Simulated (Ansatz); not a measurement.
## Lattice dynamics of MgAu (Pm-3m)

Aim: the phonons of MgAu (Pm-3m) at a cell relaxed beforehand at this level. After the zone centre comes a 4×4×4 q mesh on a 16×16×16 k mesh.

Main program and level: Ansatz 0.2.0; DFT PBEsol, scalar-relativistic, plane waves, PAW; PAW set soft_1.

The database entry behind the starting cell differs from later determinations by our own check (0.1 to 0.3 % short, probably kX units), so it need not match the best structure at ambient conditions.

### Step 1. The starting structure

The structure is cubic, space group Pm-3m (No. 221). The conventional cell has a = 3.257 Å, b = 3.257 Å, c = 3.257 Å, α = 90.00°, β = 90.00°, γ = 90.00°. Nearest to Mg lie 8 Au at 2.82 Å. Nearest to Au lie 8 Mg at 2.82 Å. Farther neighbours are not listed.

### Step 2. Zone-centre response

The cell comes from relaxations at this level that are not shown. The zone centre comes first: it holds the modes that light can see, as far as symmetry allows. No field response is asked, since the mesh shows no gap.

Contents of input.yaml:

```yaml
crystal:
  lattice:
    - [3.2574133609, 0.0, 0.0]
    - [0.0, 3.2574133609, 0.0]
    - [0.0, 0.0, 3.2574133609]
  atoms:
    - { symbol: Mg, position: [0.5, 0.5, 0.5] }
    - { symbol: Au, position: [0.0, 0.0, 0.0] }
kpoints:
  mp_grid: { grid: [16, 16, 16] }
hamiltonian:
  xc: pbesol
  pseudopotentials: { kind: paw, azcp: { folder: soft_1 }, xc_functional: pbe }
scf:
  occupations: { method: methfessel_paxton, width: 0.2 }
output:
  eigenvalues: true
phonons:
  method: dfpt
```

Started as:

```sh
> ansatz run input.yaml --threads 4 --pin off --max-ram 10240MiB --backend cpu --events-out ev --progress --plain --runs-dir out
```

Numbers of over 12 decimals in the logs are rounded to 6 here.

The log of the run:

```text
Engine: ansatz 0.2.0, aarch64-unknown-linux-gnu
Pseudopotentials: kind: paw
Pseudopotential: Mg, paw, valence charge 10, recommended cutoff 420 eV (normal), soft_1/Mg.paw.azcp
Pseudopotential: Au, paw, valence charge 19, recommended cutoff 420 eV (normal), soft_1/Au.paw.azcp
Functional definition: PBEsol
  exchange = pbesol_x
  correlation = pbesol_c
Crystal: 2 atoms, lattice volume = 34.564 Å³
Basis set: ecut = 420 eV, 691 PW (Γ), exchange–correlation on 48×48×48 points (8 copies of the dense FFT grid, shifted against one another)
Bands: 19, of which v1, the nominal top of the filled ones, is band 15 counted from 1 (14 counted from 0)
Symmetry: 48 space group operations
k-points: 405 of 4096 (irreducible under 8 space group operations, time reversal used)
Non-local potential: Mg, projectors of the file, l = 0: 3, l = 1: 2, l = 2: 1
Non-local potential: Au, projectors of the file, l = 0: 3, l = 1: 2, l = 2: 2, l = 3: 1
PAW form: soft (Blöchl's): semilocal exchange-correlation on the pseudo side does not see the compensation charge
PAW frozen core: Mg, regenerated for the run's functional, and the local potential with it (the file was generated under x = pbe(κ = 0.804, μ = 0.219515), c = pbe(β = 0.066725))
PAW frozen core: Au, regenerated for the run's functional, and the local potential with it (the file was generated under x = pbe(κ = 0.804, μ = 0.219515), c = pbe(β = 0.066725))
PAW one-centre angular grid: Mg, 110 points (default); XC on 64 Gauss nodes
PAW one-centre angular grid: Au, 590 points (default); XC on 64 Gauss nodes
Initial density: superposition of atomic densities (chi_scale 0.1, normalization cell, long waves kept (reshape's long-wave potential 0.00 eV rms))
Initial wavefunctions: pseudopotential atomic-orbital guess
Functional: x = pbesol(κ = 0.804, μ = 0.123457), c = pbesol(β = 0.046)
SCF iter   1: F=—  HF=-14925.392708 eV  |F-HF|=—  |Δ(HF+E_count)|=         —  Δρ=1.63e-1  dr2=1.35e1  ethr=3.10e-3  ⟨swp⟩=5.0  Hψ=33362  notcnv=0
preconditioner: auto → none  [metal: Δε(μ)=0.045 eV  Ē_g=9.222 eV  σ=0.200 eV  W_gap=0.19  n_scr=6 (ndim 8)  ℏωp=22.8 eV  f_vac=0.000  D(μ)=0.76/eV (n_scr^D=6)  sad-step TF]
SCF iter   2: F=—  HF=-14923.672712 eV  |F-HF|=—  |Δ(HF+E_count)|=    1.72e0  S|Δr|=    0.00e0  Δρ=1.04e-1  dr2=6.12e0  ethr=3.10e-3  ⟨swp⟩=2.6  Hψ=16368  notcnv=0  defer=81
SCF iter   3: F=—  HF=-14922.129357 eV  |F-HF|=—  |Δ(HF+E_count)|=    1.54e0  S|Δr|=    0.00e0  Δρ=1.37e-2  dr2=1.32e-1  ethr=3.10e-3  ⟨swp⟩=3.5  Hψ=14860  notcnv=0  defer=87
SCF iter   4: F=—  HF=-14922.089941 eV  |F-HF|=—  |Δ(HF+E_count)|=   3.94e-2  S|Δr|=    0.00e0  Δρ=1.10e-3  dr2=1.90e-4  ethr=4.56e-4  ⟨swp⟩=2.0  Hψ=12590  notcnv=0  defer=106
SCF iter   5: F=—  HF=-14922.090090 eV  |F-HF|=—  |Δ(HF+E_count)|=   1.49e-4  S|Δr|=    0.00e0  Δρ=4.59e-4  dr2=6.67e-5  ethr=6.56e-7  ⟨swp⟩=2.0  Hψ=13133  notcnv=0  defer=106
SCF iter   6: F=—  HF=-14922.090068 eV  |F-HF|=—  |Δ(HF+E_count)|=   2.20e-5  S|Δr|=    0.00e0  Δρ=6.95e-5  dr2=2.36e-6  ethr=2.30e-7  ⟨swp⟩=3.0  Hψ=14109  notcnv=0  defer=106
SCF iter   7: F=—  HF=-14922.090065 eV  |F-HF|=—  |Δ(HF+E_count)|=   3.83e-6  S|Δr|=    0.00e0  Δρ=5.04e-6  dr2=4.97e-9  ethr=8.15e-9  ⟨swp⟩=2.0  Hψ=10114  notcnv=0  defer=106
SCF iter   8: F=—  HF=-14922.090065 eV  |F-HF|=—  |Δ(HF+E_count)|=  2.24e-10  S|Δr|=    0.00e0  Δρ=1.26e-6  dr2=9.28e-10  ethr=1.71e-11  ⟨swp⟩=2.0  Hψ=12874  notcnv=0  defer=106
SCF iter   9: F=—  HF=-14922.090065 eV  |F-HF|=—  |Δ(HF+E_count)|=  2.64e-10  S|Δr|=    0.00e0  Δρ=2.19e-7  dr2=2.36e-11  ethr=3.20e-12  ⟨swp⟩=2.1  Hψ=9515  notcnv=0  defer=106
SCF iter  10: F=-14922.090065 eV  HF=-14922.090065 eV  |F-HF|=5.46e-12  |Δ(HF+E_count)|=  5.46e-12  S|Δr|=    0.00e0  Δρ=8.01e-9  dr2=1.87e-14  ethr=1.00e-12  ⟨swp⟩=7.2  Hψ=32606  notcnv=0
SCF 1 converged in 10 iterations: F = -14922.090065 eV  dr2 = 1.87e-14
  greatest PAW one-centre occupation: 1.000 electrons in one spin orbital (limit 2), on the Au atom at site 1 (counted from 0), in its partial waves of l = 0
DFPT response loops at Γ: preconditioner auto → Kerker (q_TF=auto, 2.650 Å⁻¹) (partly filled bands, converged f_vac=0.000); β = 1.00, the filter's whole step (`scf.mixing.beta` (0.50) is not read by the response loops under this deck's `scf.mixing.preconditioner`; to damp them name `kerker` or `kerker_dos`, under which they read `scf.mixing.beta`, and type it under 1.00, their step now; both keys bind the ground state too); Broyden in place of MSR1
SCF converged after 10 iterations
Stability not checked: this state was not tested for a lower state beside it, because cold or Methfessel-Paxton smearing, or corrected tetrahedra, fill the levels in a way that the test cannot read (fill_not_monotonic; see scf.lower_state_search)
Free energy (F): -14922.090065 eV
Harris-Foulkes:  -14922.090065 eV  (|F-HF|=5.46e-12)
Internal energy: -14922.090200 eV  (E = F + TS)
E sigma→0 (E₀):  -14922.090098 eV
Entropy (-TS):   0.000135 eV (0.068 meV/atom)
Fermi energy:    14.154705 eV
Step filling:    the computed levels leave a gap of 0.0000 eV = 0.0 smearing widths at the electron count; against every level under it full and every level over it empty, smearing changes F+E_penalty+E_count by +0.211 meV and its σ→0 estimate by +0.177 meV
--- Per-component energies (eV) ---
  E_band       = -610.412902
  E_kinetic    = 649.105555
  E_local      = -3543.752529  (includes V_loc(G=0)·N_el)
  E_nonlocal   = 294.869633
  E_hartree    = 1362.831188
  E_xc         = -241.676856
  E_vxc        = -296.826462  (∫ρ·V_xc dr)
  E_paw        = -9879.239146  (= ΣΔE_a)
  E_vpaw       = -439.472906  (= ΣTr[D̂ρ^β])
  E_aug_tail   = 0.001439  (compensation charges beyond the density's cutoff)
  E_ewald      = -3564.597872
  E_core_change = 0.368389  (= ΣΔE_core)
  E_smearing   = 0.000135  (= −TS)
  E_closure    = 0.000000  (closes the sum)
  Σ components = -14922.090065   (vs F -14922.090065, Δ=0.00e0)
--- Band table (eV; the first three rows and the last of 405) ---
  k-point 0: bands = [... 11 lower, 10.1632, 10.1632, 10.1632, 19.5988, 19.5988, 19.5988, 23.1107, 23.1107]
  k-point 1: bands = [... 11 lower, 10.1328, 10.1328, 10.1665, 19.0165, 19.6855, 19.6855, 23.0530, 23.4389]
  k-point 2: bands = [... 11 lower, 10.0482, 10.0482, 10.1762, 17.8264, 19.9377, 19.9377, 22.8899, 23.7790]
  k-point 404: bands = [... 11 lower, 10.9391, 10.9391, 16.1479, 16.1479, 16.1479, 16.7367, 19.0379, 20.2756]
--- Phonons (Γ-DFPT): 2 representative perturbations + reference, on 405 of 4096 k-points (Σ response iterations 7) ---
  k mesh reduced under 8 symmetry operations, with k and −k counted as one. Each operation leaves every solved perturbation unchanged. A smaller set is not used because it would not reduce the number of displacements times k-points to solve
  ASR residual: 1.012e-5 → 0.000e0 eV/Å²; symmetrization residual: 5.551e-6 eV/Å²
  ASR residual per site (eV/Å²): 4.89e-6 1.01e-5
  Γ frequencies (cm⁻¹): 0.00 0.00 0.00 205.34 205.34 205.34
  non-analytic LO–TO correction: not included (Born effective charges unavailable; polar crystals: no LO–TO splitting at Γ)
```

Wall time 18 s (4 threads of Arm Neoverse V1, shared host); peak memory 0.87 GiB; 68 s of CPU time.

This step gave:

```
volume per atom                                         : 17.28 Å³
gap on the k-mesh                                       : 0 eV
sum-rule residual before enforcement                    : 1.01e-5 eV/Å²
point group                                             : m-3m
highest optical mode at the zone centre (no LO-TO term) : 205.3 cm⁻¹
lowest optical zone-centre mode                         : 205.3 cm⁻¹
```

Patterns of degenerate modes are one choice out of their space. The modes at Γ (shares of kinetic energy by element, %):

```csv
mode,frequency (cm⁻¹),symmetry,Mg %,Au %
1,0.0,acoustic,11,89
2,0.0,acoustic,11,89
3,0.0,acoustic,11,89
4,205.3,T1u,89,11
5,205.3,T1u,89,11
6,205.3,T1u,89,11
```

Displacements in mode 6 (205.3 cm⁻¹), the largest set to 1:
```
Mg1  0.00  0.00  1.00
Au2  0.00  0.00 -0.12
```

Before it was imposed, the acoustic sum rule was missed by 1.0e-5 eV/Å². Small misses are needed for a sound result but don't prove that mesh and cutoff are converged. The lowest optical mode is real, 205 cm⁻¹.

### Step 3. Response at finite wavevector

Stability and thermal properties need the whole zone. Linear response on a 4×4×4 q mesh gives force constants as far as a supercell of that size would.

input.yaml, as its differences from that of step 2:

```diff
@@ -19 +19,8 @@
   method: dfpt
+  qmesh: [4, 4, 4]
+  temperatures: { t_max: 1000, t_step: 50 }
+  qpath:
+    path:
+      - [[0.0, 0.0, 0.0], [0.0, 0.5, 0.0], [0.5, 0.5, 0.0], [0.0, 0.0, 0.0], [0.5, 0.5, 0.5], [0.0, 0.5, 0.0]]
+      - [[0.5, 0.5, 0.5], [0.5, 0.5, 0.0]]
+    npoints: 10
```

The log of the run:

```text
[...]
Crystal: 2 atoms, lattice volume = 34.564 Å³
Basis set: ecut = 420 eV, 691 PW (Γ), exchange–correlation on 48×48×48 points (8 copies of the dense FFT grid, shifted against one another)
Bands: 19, of which v1, the nominal top of the filled ones, is band 15 counted from 1 (14 counted from 0)
Symmetry: 48 space group operations
k-points: 165 of 4096
[...]
SCF iter   1: F=—  HF=-14925.392665 eV  |F-HF|=—  |Δ(HF+E_count)|=         —  Δρ=1.63e-1  dr2=1.35e1  ethr=3.10e-3  ⟨swp⟩=5.1  Hψ=13607  notcnv=0
[...]
SCF iter  10: F=-14922.090065 eV  HF=-14922.090065 eV  |F-HF|=3.64e-12  |Δ(HF+E_count)|=  7.28e-12  S|Δr|=    0.00e0  Δρ=8.53e-9  dr2=2.23e-14  ethr=1.00e-12  ⟨swp⟩=7.5  Hψ=13452  notcnv=0
SCF 1 converged in 10 iterations: F = -14922.090065 eV  dr2 = 2.23e-14
[...]
phonons: the bands overlap, so this run is a metal and interpolates without the dipole-dipole term. If the crystal is really an insulator or semiconductor, its LO-TO splitting is missing
NSCF: frozen V_eff on 165 k-points
WARN: eigensolver did not converge (k=24): 1 band(s) unlocked after 20 sweeps at ethr=1.17e-12 eV (storage-precision floor; scheduled 1.00e-12 eV) (lowest unlocked band 18, counted from 0; max residual 5.31e-6 eV among the unlocked bands, 5.31e-6 eV over every band; other slots of this pass that fall short are told together in one closing line; warning suppressed until the next SCF loop or pass starts)
[...]
DFPT response loops at q = (0, 0, 0) (fractional): preconditioner auto → Kerker (q_TF=auto, 2.650 Å⁻¹) (partly filled bands, converged f_vac=0.000); β = 1.00, the filter's whole step (`scf.mixing.beta` (0.50) is not read by the response loops under this deck's `scf.mixing.preconditioner`; to damp them name `kerker` or `kerker_dos`, under which they read `scf.mixing.beta`, and type it under 1.00, their step now; both keys bind the ground state too); Broyden in place of MSR1
[...]
SCF converged after 10 iterations
[...]
Free energy (F): -14922.090065 eV
[...]
Internal energy: -14922.090200 eV  (E = F + TS)
E sigma→0 (E₀):  -14922.090098 eV
Entropy (-TS):   0.000135 eV (0.068 meV/atom)
Fermi energy:    14.154705 eV
[...]
--- Band table (eV; the first three rows and the last of 165) ---
  k-point 0: bands = [... 11 lower, 10.1632, 10.1632, 10.1632, 19.5988, 19.5988, 19.5988, 23.1107, 23.1107]
  k-point 1: bands = [... 11 lower, 10.1328, 10.1328, 10.1665, 19.0165, 19.6855, 19.6855, 23.0530, 23.4389]
  k-point 2: bands = [... 11 lower, 10.0482, 10.0482, 10.1762, 17.8264, 19.9377, 19.9377, 22.8899, 23.7790]
  k-point 164: bands = [... 11 lower, 10.9391, 10.9391, 16.1479, 16.1479, 16.1479, 16.7367, 19.0379, 20.2756]
--- Phonons (Γ-DFPT): 2 representative perturbations + reference (Σ response iterations 7) ---
  ASR residual: 9.829e-6 → 0.000e0 eV/Å²; symmetrization residual: 2.325e-6 eV/Å²
  ASR residual per site (eV/Å²): 9.83e-6 6.72e-6
  Γ frequencies (cm⁻¹): 0.00 0.00 0.00 205.34 205.34 205.34
--- Phonons (arbitrary-q DFPT): 10 irreducible q on the 4×4×4 mesh ---
  q = [0.0000, 0.0000, 0.0000] (star 1, of the zone-centre solve; hermiticity 1.39e-6, symmetrization 1.15e-12): -0.00 0.00 0.00 205.34 205.34 205.34
  q = [0.0000, 0.0000, 0.2500] (star 6, 4 solved perturbations in 4032 linear systems a pass and spin channel, the states on 1296 of 4096 k-point pairs; hermiticity 3.04e-6, symmetrization 2.34e-12): 50.84 50.84 62.69 206.70 206.70 248.61
[...]
q = [0.0000, 0.2500, -0.5000] (star 12, 6 solved perturbations on 1296 of 4096 k-point pairs; hermiticity 2.59e-6, symmetrization 9.73e-14): 53.07 56.42 68.39 202.53 235.59 270.69
[...]
sum rule: each row above includes the acoustic sum rule's correction from the zone centre's row sums; it moved no ω² by more than (0.33 cm⁻¹)²
  mesh force constants: q→R imaginary residual 3.16e-18; ASR residual 9.829e-6 → 0.000e0 eV/Å²; symmetrization residual 2.665e-15 eV/Å²
  interpolated dispersion: 62 rows × 6 modes
  density of states and harmonic sums: on the 20×20×20 q-mesh, interpolated from the force constants of a 4×4×4 supercell (no non-analytic term)
  largest difference from the sums on the solved wave vectors: F 1.33e-2 eV, S 1.73e-5 and C_V 4.01e-6 eV/K
  zero-point energy: 0.054265 eV/cell   skipped modes (ω ≤ 0): 3   left out of the sums: 6.25e-5 of the cell's modes: C_V's classical limit lies that fraction below 3 k_B per atom; for a crystal, a wire or a layer, F and S can be off by more, and a phonons.interpolated_qmesh denser along its periods is the remedy for the sampling
```

Elapsed: 9.3 min, on 4 threads; peak memory 3.2 GiB.

Numbers from this step:

| Quantity | Value |
| --- | --- |
| sum-rule residual before enforcement | 9.83e-6 eV/Å² |
| lowest frequency on the path | 0 cm⁻¹ |
| highest frequency on the path or at a solved wavevector | 280.7 cm⁻¹ |
| mean frequency | 145.9 cm⁻¹ |
| Debye temperature (second moment) | 321 K |
| logarithmic mean frequency | 112.6 cm⁻¹ |
| lowest mode on the q mesh (acoustic modes at Γ apart) | 26.34 cm⁻¹ |
| zero-point energy per atom | 27.13 meV |
| heat capacity at 300 K | 23.60 J/(mol atoms K) |
| vibrational entropy at 300 K | 40.99 J/(mol atoms K) |
| edges of the widest gap between branches, on path and mesh | 78.7, 195.7 cm⁻¹ |

Frequencies (cm⁻¹) solved at each irreducible wavevector; negative means imaginary. Frequencies by wavevector, by row:

```csv
q in reciprocal lattice units,star,mode 1,mode 2,mode 3,mode 4,mode 5,mode 6
0 0 0,1,0,0,0,205.3,205.3,205.3
0 0 0.25,6,50.8,50.8,62.7,206.7,206.7,248.6
0 0 -0.5,3,66.9,66.9,78.7,209,209,280.7
0 0.25 0.25,12,26.3,61.4,71.9,204.6,234.4,249.3
0 0.25 -0.5,12,53.1,56.4,68.4,202.5,235.6,270.7
0 -0.5 -0.5,3,36.3,36.3,67.6,195.7,259.4,259.4
0.25 0.25 0.25,8,48.7,48.7,67.9,235.6,235.6,240.9
0.25 0.25 -0.5,12,49.5,52.2,62.2,230.3,236.2,266.2
0.25 -0.5 -0.5,6,52.4,52.4,63.1,230.7,260.4,260.4
-0.5 -0.5 -0.5,1,65.6,65.6,65.6,260.4,260.4,260.4
```

Interpolated from a 4×4×4 q mesh. The phonon branches at the labelled points (cm⁻¹):

```csv
point,branch 1,branch 2,branch 3,branch 4,branch 5,branch 6
Γ,0,0,0,205,205,205
halfway,51,51,63,207,207,249
X,67,67,79,209,209,281
halfway,53,56,68,202,236,271
M,36,36,68,196,259,259
halfway,26,61,72,205,234,249
Γ,0,0,0,205,205,205
halfway,49,49,68,236,236,241
R,66,66,66,260,260,260
halfway,50,52,62,230,236,266
X,67,67,79,209,209,281
jump to R,66,66,66,260,260,260
halfway,52,52,63,231,260,260
M,36,36,68,196,259,259
```

The phonon branches as a text plot (rows in cm⁻¹):

```
    275 |      *****                                 *****
    263 |    **     *******                  ********     *******
    251 |   *        **  *****             **    **        *
    240 |           *      ****        ****        **       *
    228 |  *       *          **     ***            **       *
    216 | *       *            **   ***               **      *
    205 |************     **********                    **     *
    193 |            *****                                      *
    181 |
    170 |
    158 |
    146 |
    135 |
    123 |
    111 |
     99 |
     88 |
     76 |     ****           **      ***                **
     64 |   ****************** *        *** *********************
     53 |   **     **    *    * *   *   *****     ****      **
     41 |  *         ****      *     ***                      ***
     29 | **             ****** ** **
     18 |**                    *** *
      6 |                        **
         Γ      X      M          Γ            R        X|R     M
```

[end of part 1 of 2]

[Logs are printed without paths, hosts, clocks, repeated set-up lines and the standing remarks that a program may print on its own settings, such as how far it seeks lower states.]

[Hosts, paths, dates, database ids (printed as entryN), source tags and the programs' standing remarks are cut or masked in the printed files.]
